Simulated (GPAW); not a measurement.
# Surface energy and work function of Sr(110) from slabs of 4 to 14 layers (RPBE)

How do energy and work function of Sr(110) films settle with thickness, and what surface energy follows?

Set-up. GPAW 26.7.0, plane waves at 450 eV with PAW setups; symmetric 1×1 slabs cut at the tabulated lattice constant (two decimals; low-temperature values for the alkali metals), atoms at bulk places, 7.5 Å of vacuum on each side, one in-plane mesh for all thicknesses, Fermi-Dirac smearing of 0.1 eV. Energies are extrapolated to zero smearing and count from the program's reference atoms. Functional RPBE. The cell's area is 26.139 Å².

What came out, but for one run:

```
layers  energy (eV)  work function (eV)
     4      −4.7826                2.48
     5      −6.2639                2.53
     6      −7.7473                2.52
     7      −9.2384                2.51
     8     −10.7274                2.52
     9     −12.2150                2.51
    10     −13.7036                2.52
    11     −15.1940                2.51
    12     −16.6820                2.52
    14            ?                   ?
```

To predict: What surface energy do these runs give, and what energy and work function should the 14-layer slab have?

Worked answer. A slab of n layers has E(n) = nε + 2Aγ once its middle is bulk-like. A line through n = 6 to 12 has the slope ε = −1.4890 eV a layer and the intercept 2Aγ = 1.1855 eV (r.m.s. residual 0.8 meV). So γ = 1.1855 / (2 × 26.139 Å²) = 0.0227 eV/Å² = 0.36 J/m², with a standard error of under 0.01 J/m² from the scatter about the line. For 14 layers: 1.1855 + 14 × (−1.4890) = −19.660 eV; the run gives −19.660 eV, 0.4 meV over the line. The work function has no such law: from 6 to 12 layers it moves between 2.51 and 2.52 eV (mean 2.52), and the 14-layer slab gives 2.52 eV. The thinnest slab, 4 layers, lies −0.04 eV from that mean.

Caveats: The surfaces are unrelaxed, so γ is an upper bound for this functional and lattice constant. The tabulated lattice constant isn't the functional's own, which strains the slab a little.

[Logs are printed without paths, hosts, clocks, repeated set-up lines and the standing remarks that a program may print on its own settings, such as how far it seeks lower states.]
